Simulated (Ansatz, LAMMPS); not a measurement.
# Structural relaxation of glassy 69SiO2-19Al2O3-6SrO-6Li2O (mol %) (106 atoms), part 2 of 2

How does glassy 69SiO2-19Al2O3-6SrO-6Li2O (mol %) (106 atoms) relax, and what do bonds, charges and levels look like afterwards?

Ansatz 0.2.0; Kohn-Sham DFT, RPBE, PAW (set soft_2), plane waves.

The cell: 22 Si, 12 Al, 2 Sr, 4 Li and 66 O. The quench rate of 50 K/ps far exceeds what a furnace or splat quench reaches. The network of bonds at the start is that of the classical potential that made the cell. Sampling is at Γ alone, for a cell whose shortest periodic width is 11 Å.

So far, density (g/cm³): step 5 (distances and neighbours after relaxation) 2.43.

### 6. Single point at the relaxed geometry

The electronic structure is read at the final geometry, in a run of its own.

File input.yaml:

```yaml
crystal:
  lattice:
    - [11.4504, 0.0, 0.0]
    - [0.0, 11.4504, 0.0]
    - [0.0, 0.0, 11.4504]
  atoms:
    - { symbol: Si, position: [0.61179, 0.62476, 0.49168] }
    - { symbol: Si, position: [0.05711, 0.04023, 0.76299] }
    - { symbol: Si, position: [0.60072, 0.85566, 0.6419] }
    - { symbol: Si, position: [0.02896, 0.294, 0.48082] }
    - { symbol: Si, position: [0.71765, 0.95064, 0.97478] }
    - { symbol: Si, position: [0.0155, 0.51847, 0.8182] }
    - { symbol: Si, position: [0.30176, 0.34608, 0.44269] }
    - { symbol: Si, position: [0.1416, 0.27524, 0.85946] }
    - { symbol: Si, position: [0.08354, 0.67434, 0.03899] }
    - { symbol: Si, position: [0.03298, 0.67704, 0.60887] }
    - { symbol: Si, position: [0.93835, 0.31677, 0.21996] }
    - { symbol: Si, position: [0.88242, 0.95438, 0.4162] }
    - { symbol: Si, position: [0.29867, 0.72046, 0.55457] }
    - { symbol: Si, position: [0.28168, 0.108, 0.32962] }
    - { symbol: Si, position: [0.43807, 0.42874, 0.13634] }
    - { symbol: Si, position: [0.8807, 0.06303, 0.15611] }
    - { symbol: Si, position: [0.09029, 0.94178, 0.02078] }
    - { symbol: Si, position: [0.42496, 0.48557, 0.63315] }
    - { symbol: Si, position: [0.7797, 0.58911, 0.89153] }
    - { symbol: Si, position: [0.79789, 0.03862, 0.64403] }
    - { symbol: Si, position: [0.35457, 0.95695, 0.13274] }
    - { symbol: Si, position: [0.11081, 0.02954, 0.51587] }
    - { symbol: Al, position: [0.19254, 0.26783, 0.13018] }
    - { symbol: Al, position: [0.55481, 0.42706, 0.87903] }
    - { symbol: Al, position: [0.40357, 0.59553, 0.33488] }
    - { symbol: Al, position: [0.84641, 0.67867, 0.41084] }
    - { symbol: Al, position: [0.6392, 0.18354, 0.81824] }
    - { symbol: Al, position: [0.37002, 0.69274, 0.0688] }
    - { symbol: Al, position: [0.3885, 0.98391, 0.65557] }
    - { symbol: Al, position: [0.87369, 0.56631, 0.16003] }
    - { symbol: Al, position: [0.58956, 0.72579, 0.89322] }
    - { symbol: Al, position: [0.85444, 0.83644, 0.77581] }
    - { symbol: Al, position: [0.46032, 0.05139, 0.89975] }
    - { symbol: Al, position: [0.37166, 0.24627, 0.71053] }
    - { symbol: Sr, position: [0.77303, 0.39512, 0.6424] }
    - { symbol: Sr, position: [0.64269, 0.8108, 0.2304] }
    - { symbol: Li, position: [0.66004, 0.50432, 0.27872] }
    - { symbol: Li, position: [0.16314, 0.4963, 0.17059] }
    - { symbol: Li, position: [0.69589, 0.32066, 0.15199] }
    - { symbol: Li, position: [0.38604, 0.79302, 0.79746] }
    - { symbol: O, position: [0.55629, 0.39289, 0.20727] }
    - { symbol: O, position: [0.75748, 0.00334, 0.10547] }
    - { symbol: O, position: [0.3333, 0.70204, 0.41768] }
    - { symbol: O, position: [0.86708, 0.50599, 0.81256] }
    - { symbol: O, position: [0.17804, 0.22427, 0.98576] }
    - { symbol: O, position: [0.88699, 0.01676, 0.28886] }
    - { symbol: O, position: [0.40635, 0.82284, 0.14966] }
    - { symbol: O, position: [0.06206, 0.35191, 0.16057] }
    - { symbol: O, position: [0.63098, 0.05117, 0.90967] }
    - { symbol: O, position: [0.74694, 0.58322, 0.48992] }
    - { symbol: O, position: [0.34371, 0.60097, 0.63289] }
    - { symbol: O, position: [0.34854, 0.22232, 0.38852] }
    - { symbol: O, position: [0.34847, 0.12612, 0.62426] }
    - { symbol: O, position: [0.16005, 0.73054, 0.57706] }
    - { symbol: O, position: [0.04124, 0.62351, 0.91156] }
    - { symbol: O, position: [0.4819, 0.18612, 0.81627] }
    - { symbol: O, position: [0.35408, 0.83454, 0.61577] }
    - { symbol: O, position: [0.81048, 0.83244, 0.40317] }
    - { symbol: O, position: [0.55816, 0.62361, 0.35761] }
    - { symbol: O, position: [0.74165, 0.90273, 0.67256] }
    - { symbol: O, position: [0.36789, 0.36183, 0.57598] }
    - { symbol: O, position: [0.35031, 0.46106, 0.37842] }
    - { symbol: O, position: [0.8018, 0.5863, 0.02855] }
    - { symbol: O, position: [0.83869, 0.41981, 0.20278] }
    - { symbol: O, position: [0.30558, 0.3734, 0.1539] }
    - { symbol: O, position: [0.2219, 0.6555, 0.05751] }
    - { symbol: O, position: [0.79843, 0.6487, 0.26491] }
    - { symbol: O, position: [0.63644, 0.56347, 0.87428] }
    - { symbol: O, position: [0.41269, 0.57793, 0.17547] }
    - { symbol: O, position: [0.64077, 0.83282, 0.00502] }
    - { symbol: O, position: [0.86344, 0.20613, 0.15617] }
    - { symbol: O, position: [0.05814, 0.55764, 0.68934] }
    - { symbol: O, position: [0.09145, 0.96201, 0.87804] }
    - { symbol: O, position: [0.6031, 0.75978, 0.53471] }
    - { symbol: O, position: [0.02313, 0.60035, 0.14607] }
    - { symbol: O, position: [0.03969, 0.80999, 0.04418] }
    - { symbol: O, position: [0.46534, 0.42544, 0.99828] }
    - { symbol: O, position: [0.01413, 0.9346, 0.46559] }
    [... 22 atom lines left out ...]
    - { symbol: O, position: [0.99666, 0.03162, 0.08187] }
    - { symbol: O, position: [0.46453, 0.42186, 0.75296] }
    - { symbol: O, position: [0.55006, 0.51965, 0.56828] }
    - { symbol: O, position: [0.81016, 0.04628, 0.50278] }
    - { symbol: O, position: [0.83293, 0.92883, 0.89949] }
    - { symbol: O, position: [0.67176, 0.32675, 0.85715] }
kpoints:
  mp_grid: { grid: [1, 1, 1] }
hamiltonian:
  xc: rpbe
scf:
  occupations: { method: fermi_dirac, width: 0.05 }
output:
  forces: true
  stress: true
  populations: intrinsic
  dos:
    method: { smearing: { sigma: 0.1 } }
    de: 0.1
    projected: { site_lists: { Al: [Al], Li: [Li], O: [O], Si: [Si], Sr: [Sr] } }
  eigenvalues: true
  write_density: true
  write_potential: true
  volumetric_format: npy
```

Launch:

```
ansatz run input.yaml --threads 4 --pin off --max-ram 8192MiB --backend cpu --events-out ev --progress --plain --runs-dir out
```

Elapsed: 25 s, on 4 threads of Arm Neoverse V2, shared host; peak memory 1.9 GiB.

The program notes that the exchange-correlation potential is rough where the density is thin.

Numbers from this run:

```
free energy                                      : -66157.7893 eV
free energy per atom                             : -624.1301 eV/atom
SCF cycles                                       : 9
pressure                                         : 1.62 GPa
r.m.s. force component                           : 0.0067 eV/Å
longest force                                    : 0.02909 eV/Å
Fermi energy                                     : 5.056 eV
gap (highest filled to lowest empty level) : 3.549 eV
```

Intrinsic-atomic-orbital charges by element and coordination:

| element | coordination | atoms | mean charge (e) | spread | least | most |
| --- | --- | --- | --- | --- | --- | --- |
| Al | all | 12 | 1.35 | 0.0166 | 1.32 | 1.38 |
| Al | 4 | 11 | 1.35 | 0.0137 | 1.33 | 1.38 |
| Al | 5 | 1 | 1.32 | 0 | 1.32 | 1.32 |
| Li | all | 4 | 0.848 | 0.0158 | 0.821 | 0.860 |
| Li | 3 | 1 | 0.849 | 0 | 0.849 | 0.849 |
| Li | 4 | 3 | 0.847 | 0.0183 | 0.821 | 0.860 |
| O | all | 66 | -0.933 | 0.0622 | -1.18 | -0.840 |
| O | 2 | 37 | -0.911 | 0.0527 | -1.18 | -0.856 |
| O | 3 | 26 | -0.951 | 0.0589 | -1.12 | -0.840 |
| O | 4 | 3 | -1.04 | 0.0384 | -1.09 | -1.00 |
| Si | all | 22 | 1.74 | 0.0298 | 1.67 | 1.79 |
| Sr | all | 2 | 1.86 | 0.0029 | 1.86 | 1.86 |

States in the cell by windows of 1 eV, zero at the Fermi level; the larger projections on atomic orbitals stand beside the total:

| from (eV) | to (eV) | total | O p | Si p |
| --- | --- | --- | --- | --- |
| -14 | -12 | 0.0 | 0.0 | 0.0 |
| -12 | -11 | 8.9 | 5.9 | 0.4 |
| -11 | -10 | 13.0 | 8.9 | 0.8 |
| -10 | -9 | 19.1 | 13.7 | 1.7 |
| -9 | -8 | 26.9 | 20.5 | 3.8 |
| -8 | -7 | 37.6 | 29.3 | 4.4 |
| -7 | -6 | 43.9 | 35.8 | 3.5 |
| -6 | -5 | 62.3 | 54.6 | 2.5 |
| -5 | -4 | 80.0 | 73.9 | 1.8 |
| -4 | -3 | 72.4 | 68.9 | 1.0 |
| -3 | -2 | 28.8 | 27.7 | 0.3 |
| -2 | -1 | 3.0 | 2.8 | 0.0 |
| -1 | 1 | 0.0 | 0.0 | 0.0 |
| 1 | 2 | 2.0 | 0.0 | 0.0 |
| 2 | 3 | 2.0 | 0.1 | 0.1 |
| 3 | 4 | 16.8 | 1.2 | 1.3 |
| 4 | 5 | 27.0 | 2.4 | 4.0 |

Between -26 and -14 eV lie 144 more states.

The levels nearest the highest filled one (over half full), pooled over k-points and spins:

| level less the highest filled one (eV) | occupation |
| --- | --- |
| -0.637 | 2 |
| -0.580 | 2 |
| -0.513 | 2 |
| -0.470 | 2 |
| -0.207 | 2 |
| 0 | 2 |
| 3.55 | 0 |
| 4.63 | 0 |
| 4.96 | 0 |
| 5.04 | 0 |
| 5.15 | 0 |
| 5.29 | 0 |

Valence density in the ab plane at fractional z = 0.146, with atoms of Si and Al and Li and O within 0.2 Å of it. It is the smooth field of the valence electrons, not physical close to the nuclei.

Ten steps, logarithmic in the rise over the least value, from '_' (0.0 e/Å³) to '@' (6.1 e/Å³), each cell a mean:
```
----::..::--++++++==--::::--::..__________::==**##**==--::::----
........::--++++++==------==--::________....::--==--::..........
..........::----------++****++--..__....::::::......____________
..::..............::==**@@@@%%++::..::--====--..______________..
::::::..__________..--**@@@@%%++::..::==++++--..______________..
..::......______....::==****++--......------::..______________..
::::::........::::..::::----::..______........________________..
++++==--::::------::::::----::..________________............::--
%%%%##==::::------::::==++**++--..____________....::::::::::==**
@@@@%%++::::::::::..--++%%@@%%++::..__________....::::....--++%%
%%%%**--::--::......::++##%%##++::..____________..::::....::==**
====--::**%%**::....::--++**++==::....__________..::----::::::--
..::::::++##++::::------====----------::..____..::--++++==--....
--======::::::--++####**==--::--++++++==::..__..::==****++--::::
**%%%%##==::::==##@@@@%%++==--==++****++--::::::::==++**++------
##@@@@%%++----==##@@@@##++--::--========--**@@##::::----------==
++####**==::..--++**++==::......::::::::::##@@##::..::--------==
--------::......::::::....________________::--::..--++####++==--
........::::::::::..____________________________::==%%@@@@##==::
______..::--==--::..____________________________::==##@@@@##==::
....__..::------::..____________________________..--++****++--::
--::........::..................____________..::------------====
++==::..__..........::------::::..________..--++****++--::--++**
++==::....::------------====--::..________::++##%%##**==--==++++
```
Columns run along a (11.5 Å), rows up along b (11.5 Å). Atoms in or near the plane, at fractional coordinates: Si at (0.44, 0.43), Si at (0.88, 0.06), Si at (0.35, 0.96), Al at (0.19, 0.27), Al at (0.87, 0.57), Li at (0.70, 0.32), O at (0.41, 0.82), O at (0.06, 0.35), O at (0.31, 0.37), O at (0.86, 0.21), O at (0.02, 0.60).

Electrostatic potential energy in the ab plane at fractional z = 0.146, with atoms of Si and Al and Li and O within 0.2 Å of it. With pseudopotentials it is smooth inside the atoms' cores, unlike the true potential.

Ten even steps from '0' (-41 eV) to '9' (9 eV), each cell a mean:
```
99999988740003799999999756887889
99999988850004799999899999999999
99999999986445899988888899999999
99999999999610389987667889999999
99999999999610389887667889999999
99999999999866899887777899999999
99999999998777899988888999999999
88889999987667899999999999988999
22689999998876899999999998766786
00389999999831389999999997566663
44788788999841489999999987577667
99985358999976678999999998655679
99985458999841026899999999878899
99998889865620005889999999768999
73258888400341026779987899878888
50027767511587678999843479988667
75466666678999999999742479987657
99985676689999999999876789855778
99986565689999999999998999400489
99998878899999999999999999511599
99999999999999999999999998754689
99999999999999999999999998400158
89999999998889999999999876300037
89999999874236899999999524521367
```
Columns run along a (11.5 Å; values clipped at the 3rd and 97th percentile), rows up along b (11.5 Å). Atoms in or near the plane, at fractional coordinates: Si at (0.44, 0.43), Si at (0.88, 0.06), Si at (0.35, 0.96), Al at (0.19, 0.27), Al at (0.87, 0.57), Li at (0.70, 0.32), O at (0.41, 0.82), O at (0.06, 0.35), O at (0.31, 0.37), O at (0.86, 0.21), O at (0.02, 0.60).

Mean intrinsic-atomic-orbital charges: Al +1.35, Li +0.85, O -0.93, Si +1.74, Sr +1.86 e.

Local excerpt of 11 atoms (numbers count through the whole input) about O47, picked at random; x, y, z are measured from there.

| atom | x | y | z | distance (Å) | bonds | intrinsic-atomic-orbital charge (e) |
| --- | --- | --- | --- | --- | --- | --- |
| O47 | 0.00 | 0.00 | 0.00 | 0.00 | 3 | -0.98 |
| Si21 | -0.59 | 1.54 | -0.19 | 1.66 | 4 | 1.73 |
| Al28 | -0.42 | -1.49 | -0.93 | 1.80 | 4 | 1.34 |
| O97 | -0.40 | 2.23 | 1.30 | 2.61 | 2 | -0.89 |
| O88 | -2.14 | 1.44 | -0.79 | 2.70 | 2 | -0.88 |
| O99 | 0.28 | 2.48 | -1.18 | 2.76 | 2 | -0.93 |
| O69 | 0.07 | -2.80 | 0.30 | 2.82 | 3 | -0.91 |
| O98 | 0.44 | -1.42 | -2.43 | 2.85 | 3 | -1.02 |
| Sr36 | 2.71 | -0.14 | 0.92 | 2.86 | 6 | 1.86 |
| O66 | -2.11 | -1.92 | -1.06 | 3.04 | 3 | -0.95 |
| O70 | 2.68 | 0.11 | -1.66 | 3.16 | 3 | -0.99 |

The column of bonds counts only the pairs O-Si within 2.12 Å, O-Al within 2.19 Å, O-Li within 2.58 Å, O-Sr within 3.05 Å; other neighbours, such as metal atoms beside each other in a compound, aren't counted, and periodic images can show an atom twice.

### 7. With basis.xc_grid = 3 and scf.n_extra_bands = 1

Changed here: basis.xc_grid = 3 and scf.n_extra_bands = 1.

input.yaml: that of step 6 with these lines changed.

```diff
@@ -6,3 +6,3 @@
   atoms:
-    [... the 106 atom lines of step 6 ...]
+    [... the 106 atom lines of step 3 ...]
 kpoints:
@@ -13,2 +13,3 @@
   occupations: { method: fermi_dirac, width: 0.05 }
+  n_extra_bands: 1
 output:
@@ -22,4 +23,3 @@
   eigenvalues: true
-  write_density: true
-  write_potential: true
-  volumetric_format: npy
+basis:
+  xc_grid: 3
```

The job ended after 20 s (4 threads; peak memory 2 GiB; 75 s of CPU time).

Geometry and reference: those of the single point at the start.

Forces differ from those of the single point at the start by 0.028 meV/Å r.m.s., 0.0021 % of their size. It took 0.87 times the reference's time (shared host, so rough).

### 8. Summary of results

```yaml
energy_change_in_the_relaxation: -88.43 meV/atom
r_m_s_displacement: 0.307 Å
largest_displacement: 1.149 Å
free_energy_per_atom: -624.1301 eV/atom
pressure: 1.62 GPa
r_m_s_force_component: 0.0067 eV/Å
spacing_of_highest_filled_and_lowest_empty_level: 3.549 eV
wall_time_of_the_4_dft_runs: 6.8 min
```

In words: Relaxation lowers the energy by 88.4 meV/atom and moves atoms by 0.31 Å r.m.s.; the r.m.s. force component goes from 1.3 to 0.0067 eV/Å, the pressure goes from 8.6 to 1.6 GPa, and the gap from 3.11 to 3.55 eV. By the final cutoffs 0 of 158 bonded pairs parted and 6 joined. First to last step the energy falls by 9.374 eV; the largest move, 1.15 Å, is that of Li38. The O-Al bonds go from 1.758 Å (spread 0.082) to 1.801 Å (spread 0.086), and their number from 48 to 49. With the cutoffs above, 92 % of Al atoms have 4, 75 % of Li atoms have 4, 56 % of O atoms have 2 and all Si atoms have 4 bonded neighbours. 86 % of the oxygens bridge two formers (Si and Al) and 3 % are non-bridging; 11 % join three. The highest filled and lowest empty levels differ by 3.55 eV (at Γ alone); a semilocal functional tends to put such gaps too low. In a disordered cell it changes from sample to sample, and tail or defect levels can set it.

Caveats: The starting topology of bonds comes from the classical model; in DFT 0 of its 158 bonded pairs passed out of the cutoffs and 6 came within them. The pressure of 1.6 GPa means that a free cell would grow at this level.

[Logs are printed without paths, hosts, clocks, repeated set-up lines and the standing remarks that a program may print on its own settings, such as how far it seeks lower states.]

[Hosts, paths, dates, database ids (printed as entryN), source tags and the programs' standing remarks are cut or masked in the printed files.]
